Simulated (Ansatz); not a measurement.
# Quasiparticle gap of H2CClF (P2_1)

Aim: the quasiparticle gap of H2CClF (P2_1), starting from PBE.

Program: Ansatz 0.2.0. Level of theory: PBE, then G0W0 on it, plane waves, PAW. Results are calculated unless marked as measured.

Report form: the programs' logs are mostly left out.

In doubt: masses and optical values from hybrid runs of this build are listed as unsure (in some of the runs), which bears on the screening that GW takes from such a start.

## (1) Starting point

Symmetry: P2_1, No. 4, monoclinic system. Conventional cell: a = 5.021 Å, b = 4.148 Å, c = 6.768 Å, α = 90.00°, β = 108.21°, γ = 90.00°. H has 1 C at 1.10 Å nearest. H has 1 C at 1.08 Å nearest. Nearest to C lie 2 H at 1.08 to 1.10 Å and 1 F at 1.37 Å and 1 Cl at 1.79 Å. Nearest to Cl lie 1 C at 1.79 Å. Nearest to F lie 1 C at 1.37 Å. Farther neighbours and most contacts between anions are not listed.

The start is a cell from the Crystallography Open Database. The default PAW set here is soft_2. Its files were made with PBE.

## (2) Relaxing the structure

The structure is relaxed first.

This step: DFT, PBE, plane waves, PAW.

File input.yaml:

```yaml
crystal:
  lattice:
    - [5.0206, 0.0, 0.0]
    - [0.0, 4.1477, 0.0]
    - [-2.1143188253, 0.0, 6.4288463713]
  atoms:
    - { symbol: H, position: [0.292, 0.3911, 0.15] }
    - { symbol: H, position: [0.708, 0.8911, 0.85] }
    - { symbol: H, position: [0.572, 0.106, 0.265] }
    - { symbol: H, position: [0.428, 0.606, 0.735] }
    - { symbol: C, position: [0.3506, 0.1398, 0.1916] }
    - { symbol: C, position: [0.6494, 0.6398, 0.8084] }
    - { symbol: Cl, position: [0.1699, 0.0061, 0.3661] }
    - { symbol: Cl, position: [0.8301, 0.5061, 0.6339] }
    - { symbol: F, position: [0.2628, 0.9575, 0.014] }
    - { symbol: F, position: [0.7372, 0.4575, 0.986] }
kpoints:
  mp_grid: { grid: [4, 6, 4] }
hamiltonian:
  xc: pbe
scf:
  occupations: { method: fermi_dirac, width: 0.02 }
relax:
  f_tol: 0.02
  max_steps: 60
output:
  write_density: true
  write_potential: true
  elf: true
  volumetric_format: npy
```

Run with:

```bash
$ ansatz run input.yaml --threads 3 --pin off --max-ram 92160MiB --backend cuda --events-out ev --progress --plain --runs-dir out --devices 1 --max-vram 13GiB  # rebuilt from the run's record
```

Run time: 17 s. Hardware: 1 × NVIDIA H100 80GB HBM3 (shared by 6 runs) with 3 threads of AMD EPYC 7R13 (Zen 3), shared host; peak memory 1 GiB.

Relaxation path:

| step | energy less that of the first step (eV) | largest force component (eV/Å) |
| --- | --- | --- |
| 1 | 0.0000 | 0.6258 |
| 2 | -0.0102 | 0.1466 |
| 3 | -0.0203 | 0.1087 |
| 4 | -0.0210 | 0.0624 |
| 5 | -0.0197 | 0.1429 |
| 6 | -0.0213 | 0.0120 |

Relaxation step 5 was tried and not accepted.

The run keeps the 2 symmetry operations that it works with, so distortions that break them were not tested.

The atoms that moved most (Å):

| atom | dx | dy | dz | length |
| --- | --- | --- | --- | --- |
| H1 | -0.045 | 0.001 | 0.034 | 0.056 |
| H2 | 0.045 | 0.001 | -0.034 | 0.056 |
| H4 | 0.018 | 0.008 | -0.038 | 0.043 |
| H3 | -0.018 | 0.008 | 0.038 | 0.043 |
| C5 | -0.028 | 0.004 | 0.017 | 0.033 |
| C6 | 0.028 | 0.004 | -0.017 | 0.033 |
| Cl7 | -0.022 | -0.015 | 0.014 | 0.030 |
| Cl8 | 0.022 | -0.015 | -0.014 | 0.030 |

## (3) Bands along the symmetry lines

Levels along a band path and on the mesh show where this functional puts the band edges.

File input.yaml:

```yaml
crystal:
  lattice:
    - [5.0206, 0.0, 0.0]
    - [0.0, 4.1477, 0.0]
    - [-2.1143188253, 0.0, 6.4288463713]
  atoms:
    - { symbol: H, position: [0.2853907074, 0.3914333251, 0.1553547444] }
    - { symbol: H, position: [0.7146092926, 0.8914333251, 0.8446452556] }
    - { symbol: H, position: [0.5708661695, 0.1079278767, 0.2708692269] }
    - { symbol: H, position: [0.4291338305, 0.6079278767, 0.7291307731] }
    - { symbol: C, position: [0.3461441783, 0.1407585261, 0.1942650717] }
    - { symbol: C, position: [0.6538558217, 0.6407585261, 0.8057349283] }
    - { symbol: Cl, position: [0.1665216804, 0.0025228448, 0.3683413112] }
    - { symbol: Cl, position: [0.8334783196, 0.5025228448, 0.6316586888] }
    - { symbol: F, position: [0.2645503672, 0.9578574273, 0.0149998989] }
    - { symbol: F, position: [0.7354496328, 0.4578574273, 0.9850001011] }
kpoints:
  mp_grid: { grid: [6, 6, 4] }
  band_path:
    path:
      - [0.0, 0.0, 0.0]
      - [0.0, 0.5, 0.0]
      - [0.0, 0.5, 0.5]
      - [0.0, 0.0, 0.5]
      - [0.0, 0.0, 0.0]
      - [-0.5, 0.0, 0.5]
      - [-0.5, 0.5, 0.5]
      - [0.0, 0.5, 0.0]
      - [-0.5, 0.5, 0.0]
      - [-0.5, 0.0, 0.0]
      - [0.0, 0.0, 0.0]
    npoints: 10
hamiltonian:
  xc: pbe
scf:
  occupations: { method: fermi_dirac, width: 0.02 }
  n_extra_bands: 7
output:
  eigenvalues: true
  forces: true
  stress: true
  write_density: true
  write_potential: true
  elf: true
  volumetric_format: npy
```

It took 7.5 s on 1 × NVIDIA H100 80GB HBM3 (shared by 6 runs) with 3 threads; peak memory 1 GiB; 13 s of CPU time.

This step gave:

| Property | Result |
| --- | --- |
| pressure | 1.318 GPa |
| filled bands | 20 |
| gap | 5.993 eV |
| valence top at | k = (-0.500, 0.450, 0.000) |
| conduction bottom at | Y_2 |
| least direct gap | 6.043 eV |

Over mesh and path the gap is 5.993 eV, from k = (-0.500, 0.450, 0.000) to k = (-0.500, 0.000, 0.000). The least direct gap found is 6.043 eV, at k = (-0.500, 0.000, 0.000). On the 6×6×4 mesh alone the same run gives 5.996 eV, so that mesh misses an edge of PBE: 5.996 − 5.993 = +0.003 eV.

The electronic bands at the labelled points (eV, zero at the top of the highest nominally filled band):

| point | band 17 | band 18 | band 19 | band 20 | band 21 | band 22 | band 23 | band 24 |
| --- | --- | --- | --- | --- | --- | --- | --- | --- |
| Γ | -0.77 | -0.74 | -0.72 | -0.25 | 6.35 | 6.59 | 7.09 | 8.22 |
| halfway | -0.84 | -0.78 | -0.59 | -0.24 | 6.31 | 6.61 | 7.41 | 8.31 |
| Z | -0.82 | -0.82 | -0.33 | -0.33 | 6.43 | 6.43 | 7.96 | 7.96 |
| halfway | -0.87 | -0.87 | -0.34 | -0.34 | 6.51 | 6.51 | 8.00 | 8.00 |
| D | -0.92 | -0.92 | -0.35 | -0.35 | 6.59 | 6.59 | 8.02 | 8.02 |
| halfway | -0.94 | -0.74 | -0.52 | -0.31 | 6.42 | 6.53 | 7.66 | 8.02 |
| B | -0.91 | -0.63 | -0.61 | -0.28 | 6.42 | 6.45 | 7.34 | 7.66 |
| halfway | -0.87 | -0.68 | -0.64 | -0.27 | 6.37 | 6.54 | 7.17 | 7.97 |
| Γ | -0.77 | -0.74 | -0.72 | -0.25 | 6.35 | 6.59 | 7.09 | 8.22 |
| halfway | -0.85 | -0.57 | -0.40 | -0.21 | 6.16 | 6.45 | 7.54 | 8.28 |
| A | -0.82 | -0.56 | -0.14 | -0.10 | 6.13 | 6.60 | 7.82 | 8.30 |
| halfway | -0.91 | -0.62 | -0.07 | -0.06 | 6.23 | 6.73 | 7.83 | 7.96 |
| E | -0.78 | -0.78 | -0.01 | -0.01 | 6.53 | 6.53 | 7.83 | 7.83 |
| halfway | -0.83 | -0.83 | -0.20 | -0.20 | 6.56 | 6.56 | 7.76 | 7.76 |
| Z | -0.82 | -0.82 | -0.33 | -0.33 | 6.43 | 6.43 | 7.96 | 7.96 |
| halfway | -0.82 | -0.82 | -0.19 | -0.19 | 6.47 | 6.47 | 7.77 | 7.77 |
| C2 | -0.84 | -0.84 | 0.00 | 0.00 | 6.54 | 6.54 | 7.58 | 7.58 |
| halfway | -0.87 | -0.65 | -0.10 | -0.03 | 6.13 | 6.70 | 7.48 | 7.71 |
| Y2 | -0.70 | -0.57 | -0.19 | -0.05 | 5.99 | 6.72 | 7.04 | 8.02 |
| halfway | -0.72 | -0.64 | -0.43 | -0.19 | 6.14 | 6.54 | 7.35 | 7.96 |
| Γ | -0.77 | -0.74 | -0.72 | -0.25 | 6.35 | 6.59 | 7.09 | 8.22 |

ELF in the ac plane at fractional y = 0.003, with atoms of Cl and F within 0.2 Å of it. It is the smooth field of the valence electrons, not physical close to the nuclei.

Ten even steps from '0' (0.00) to '9' (0.98), each cell a mean:
```
27888740013300
15777400379820
02332001799820
00000002898500
00000001453000
00000000000000
00022100000000
02467630000000
26889850000000
68889840000003
87568620220026
97357525872048
98677569982058
87776589971058
54344456630036
10256521000001
02566740000000
16866851000000
```
Columns run along a (5.0 Å), rows up along c (6.8 Å). Atoms in or near the plane, at fractional coordinates: Cl at (0.17, 0.37), F at (0.26, 0.01).

Electrostatic potential energy in the ac plane at fractional y = 0.003, with atoms of Cl and F within 0.2 Å of it. With pseudopotentials it is smooth inside the atoms' cores, unlike the true potential.

Ten even steps from '_' (-45 eV) to '@' (7 eV), each cell a mean:
```
@@@@==::--%%@@@@@@@@@@@@@@@@
@@@@@@%%@@@@@@@@@@@@%%@@@@@@
@@@@@@@@@@@@@@@@@@%%%%@@@@@@
@@@@@@@@@@@@@@@@@@%%%%@@@@@@
@@@@@@@@@@@@@@@@@@@@@@@@@@@@
@@@@@@@@@@@@@@@@@@@@@@@@@@@@
@@@@@@@@@@@@@@@@@@@@@@@@@@@@
@@@@@@@@@@@@@@@@@@@@@@@@@@@@
@@@@%%##%%@@@@@@@@@@@@@@@@@@
%%++::..++%%@@@@@@@@@@@@@@@@
**______::%%@@@@@@@@@@@@@@@@
==______==%%@@@@@@@@@@@@@@%%
++....--**##%%%%%%%%@@@@@@@@
%%****##**++##%%%%@@@@@@@@@@
@@@@%%##====##%%@@@@@@@@@@@@
@@@@%%**==**%%@@@@@@@@@@@@@@
@@@@##::__--@@@@@@@@@@@@@@@@
@@@@==____==@@@@@@@@@@@@@@@@
```
Columns run along a (5.0 Å; values clipped at the 3rd and 97th percentile), rows up along c (6.8 Å). Atoms in or near the plane, at fractional coordinates: Cl at (0.17, 0.37), F at (0.26, 0.01).

## (4) One-shot GW

G0W0 replaces the xc potential by a self-energy built once from the orbitals of the start. Levels are corrected in the window of bands that the input names, at points of the mesh.

This step: G0W0 on PBE, plane waves, PAW.

input.yaml, the sections that differ from step 3:

```yaml
kpoints:
  mp_grid: { grid: [4, 4, 2] }
scf:
  occupations: { method: fixed }
gw:
  n_empty_bands: 615
  ecut_chi: 160.0
  qp_bands: [v3, c3]
  qp_kpoints: band_edges
  screening: { model: contour_deformation }
# crystal, hamiltonian: as in step 3
# output: removed
```

Elapsed: 59 s, on 1 × NVIDIA H100 80GB HBM3 (shared by 6 runs) with 3 threads; peak memory 2.5 GiB.

This step gave:

- bands summed: 635
- RPA ε∞ on this mesh (eigenvalues): 1.997, 2.022, 2.343
- plane waves in the screening matrix: 615
- q-points in the mesh: 32
- G0W0 gap over the corrected points: 10.03 eV
- k of the valence top: -0.5, -0.5, 0
- k of the conduction bottom: -0.5, 0, 0
- starting gap on the mesh: 5.996 eV
- Z at the valence top: 0.8160
- Z at the conduction bottom: 0.8356
- least direct G0W0 gap over the corrected points: 10.07 eV

Over all 18 irreducible mesh points the G0W0 gap is 10.027 eV, from k = (-0.500, -0.500, 0.000) to k = (-0.500, 0.000, 0.000). The PBE gap of this run on the mesh is 5.996 eV. The two states that bound the G0W0 gap lie that far apart at the start, so the correction of the gap is 10.027 − 5.996 = +4.031 eV. The start of this run differs from the step before in mesh (6×6×4 and 4×4×2).

Labels follow the order of the start: v1 is the top filled band, c1 the lowest empty one; levels that stay degenerate share a row, the window can cut a multiplet, doubted levels are not marked in this list, bands outside the window were not corrected, and the list may be a part of the corrected levels. The levels before and after the correction (eV, zero at the valence-band top of each column):

|  | conduction bottom | valence top |
| --- | --- | --- |
| Kohn-Sham | 6.00 | 0.00 |
| G0W0 | 10.03 | 0.00 |

|  | level | occupation | energy (eV) |
| --- | --- | --- | --- |
| Kohn-Sham | (-0.5 0 0) v3 | 2 | -0.566 |
| Kohn-Sham | (-0.5 0 0) v2 | 2 | -0.188 |
| Kohn-Sham | (-0.5 0 0) v1 | 2 | -0.047 |
| Kohn-Sham | (-0.5 0 0) c1 | 0 | 5.996 |
| Kohn-Sham | (-0.5 0 0) c2 | 0 | 6.719 |
| Kohn-Sham | (-0.5 0 0) c3 | 0 | 7.047 |
| Kohn-Sham | (-0.5 -0.5 0) v3 | 2 | -0.838 |
| Kohn-Sham | (-0.5 -0.5 0) v2-v1 | 2 | 0.000 |
| Kohn-Sham | (-0.5 -0.5 0) c1-c2 | 0 | 6.542 |
| Kohn-Sham | (-0.5 -0.5 0) c3 | 0 | 7.581 |
| G0W0 | (-0.5 0 0) v3 | 2 | -0.512 |
| G0W0 | (-0.5 0 0) v2 | 2 | -0.199 |
| G0W0 | (-0.5 0 0) v1 | 2 | -0.042 |
| G0W0 | (-0.5 0 0) c1 | 0 | 10.027 |
| G0W0 | (-0.5 0 0) c2 | 0 | 10.830 |
| G0W0 | (-0.5 0 0) c3 | 0 | 10.770 |
| G0W0 | (-0.5 -0.5 0) v3 | 2 | -0.829 |
| G0W0 | (-0.5 -0.5 0) v2-v1 | 2 | 0.000 |
| G0W0 | (-0.5 -0.5 0) c1-c2 | 0 | 10.742 |
| G0W0 | (-0.5 -0.5 0) c3 | 0 | 11.379 |

The parts of the quasiparticle energy for the two states that bound the G0W0 gap, in eV on the run's own scale (QP = start + Σx + Σc − Vxc, with Σc at the quasiparticle energy):

| edge | k | band | start | Σx | Σc | Vxc | Z | QP |
| --- | --- | --- | --- | --- | --- | --- | --- | --- |
| valence top | (-0.500, -0.500, 0.000) | 19 | −0.639 | −22.016 | 2.490 | −17.240 | 0.816 | −2.925 |
| conduction bottom | (-0.500, 0.000, 0.000) | 21 | 5.357 | −8.754 | −3.887 | −14.386 | 0.836 | 7.103 |

## (5) Side by side

Each gap is the least one over the points named; times are wall times on shared hosts, not benchmarks. A G0W0 time includes the run's own self-consistent start. Rows marked * are further runs, not shown as steps, whose inputs differ from the G0W0 step on the same start in the columns given; solver thresholds can differ too.

| level | mesh | files, cutoff | bands summed, screening | points | gap (eV) | valence top | conduction bottom | least direct gap (eV) | time |
| --- | --- | --- | --- | --- | --- | --- | --- | --- | --- |
| PBE | 6×6×4 | soft_2 PAW, 420 eV | - | mesh and path | 5.993 | (-0.500, 0.450, 0.000) | (-0.500, 0.000, 0.000) | 6.043 | 7.5 s |
| G0W0@PBE* | 4×4×2 | soft_2 PAW, 420 eV | 121, 48 eV | all 18 irreducible mesh points | 9.986 | (-0.500, -0.500, -0.500) | (0.250, 0.000, -0.500) | 10.032 | 14 s |
| G0W0@PBE* | 4×4×2 | soft_2 PAW, 420 eV | 305, 96 eV | all 18 irreducible mesh points | 9.981 | (-0.500, -0.500, 0.000) | (-0.500, 0.000, 0.000) | 10.024 | 27 s |
| G0W0@PBE | 4×4×2 | soft_2 PAW, 420 eV | 635, 160 eV | all 18 irreducible mesh points | 10.027 | (-0.500, -0.500, 0.000) | (-0.500, 0.000, 0.000) | 10.070 | 59 s |
| G0W0@PBE* | 2×2×2 | soft_2 PAW, 420 eV | 305, 96 eV | all 8 irreducible mesh points | 10.003 | (-0.500, -0.500, 0.000) | (-0.500, 0.000, 0.000) | 10.046 | 9.6 s |
| G0W0@PBE* | 4×4×2 | soft_2 PAW, 420 eV | 305, 96 eV, plasmon pole | all 18 irreducible mesh points | 10.020 | (-0.500, -0.500, 0.000) | (0.250, 0.000, -0.500) | 10.072 | 20 s |

## (6) Summary of results

| Quantity | Value |
| --- | --- |
| PBE gap over mesh and path | 5.993 eV, from k = (-0.500, 0.450, 0.000) to k = (-0.500, 0.000, 0.000) |
| G0W0@PBE gap over all 18 irreducible mesh points | 10.027 eV, from k = (-0.500, -0.500, 0.000) to k = (-0.500, 0.000, 0.000) |
| GW settings | 4×4×2 mesh, 615 empty bands, screening to 160 eV |
| known limits | finite bands, screening cutoff and k mesh; no spin-orbit coupling in G0W0; crude mesh |

In words: Over all 18 irreducible mesh points the G0W0 gap is 10.027 eV, from k = (-0.500, -0.500, 0.000) to k = (-0.500, 0.000, 0.000). The PBE gap of this run on the mesh is 5.996 eV. The two states that bound the G0W0 gap lie that far apart at the start, so the correction of the gap is 10.027 − 5.996 = +4.031 eV. The valence state moves by −2.925 − (−0.639) = −2.286 eV and the conduction state by 7.103 − 5.357 = +1.746 eV, on the run's own scale; how far single levels stand from their limit in bands is not shown. Over mesh and path, PBE puts the valence top at k = (-0.500, 0.450, 0.000), where no G0W0 correction was computed. The G0W0 gap over the whole zone is therefore not known from this run; at its settings it can only be equal to or under the 10.027 eV found, and no correction is carried over from another point. For the start itself the gap is 5.993 eV over mesh and path and 5.996 eV on the mesh of the G0W0 run, in runs that differ in mesh (6×6×4 and 4×4×2). From 121 bands and 48 eV to 635 bands and 160 eV the gap moves by 10.027 − 9.986 = +0.041 eV (rung by rung 9.986, 9.981, 10.027 eV); bands and screening cutoff rise together, so their parts are not told apart. The states that bound the gap change along the series, so no limit is drawn and it is not known. With the 2×2×2 mesh in place of the 4×4×2 mesh and all else as in the G0W0@PBE row with 305 bands, the gap differs by 10.003 − 9.981 = +0.022 eV, and that of the start by 5.994 − 5.996 = −0.002 eV. With the plasmon pole model in place of the contour deformation model and all else as in the G0W0@PBE row with 305 bands, the gap differs by 10.020 − 9.981 = +0.039 eV; an edge lies at another k point, so this need not be the shift of one pair of states. G0W0 on other starts in this series, not shown as steps and not all at these settings: 10.283 eV on r2SCAN (4×4×2, soft_2 PAW, 305 bands, 96 eV) and 10.547 eV on HSE06 (4×4×2, soft_2 PAW, 305 bands, 96 eV). The G0W0 runs are scalar-relativistic. G0W0@PBE runs of this series with other atomic data on the same mesh, not shown as steps, give 9.980 eV (hard PAW, 1050 eV, 305 bands, screening to 96 eV; the table's row with the same empty bands and screening cutoff has 9.981 eV); where bands and cutoffs differ too, the part of the files is not isolated. The 2×2×2 mesh is crude for this cell: the images of its supercell lie only 8 Å apart.

[Paths, hosts, dates, memory and timing lines, banners, echoed tables and standing remarks are left out of the program output.]

[Logs are printed without paths, hosts, clocks, repeated set-up lines and the standing remarks that a program may print on its own settings, such as how far it seeks lower states.]

[Runs of the session that timed out or met a known fault of the program may be left out.]

[Cells called generated may have been cut or substituted from an entry of the Crystallography Open Database or the Materials Project.]

[Hosts, paths, dates, database ids (printed as entryN), source tags and the programs' standing remarks are cut or masked in the printed files.]

[Where an RPA ε∞ is given, it is that of the G0W0 mesh and is not shown converged in it. Names of k-points follow the symmetry that the program found, which can be lower than the space group named. Band edges on a path are those of the sampled points; other points can move an edge, and change direct to indirect where valleys lie close.]

[Hybrid gaps are those of their k-mesh and are not shown converged in it.]
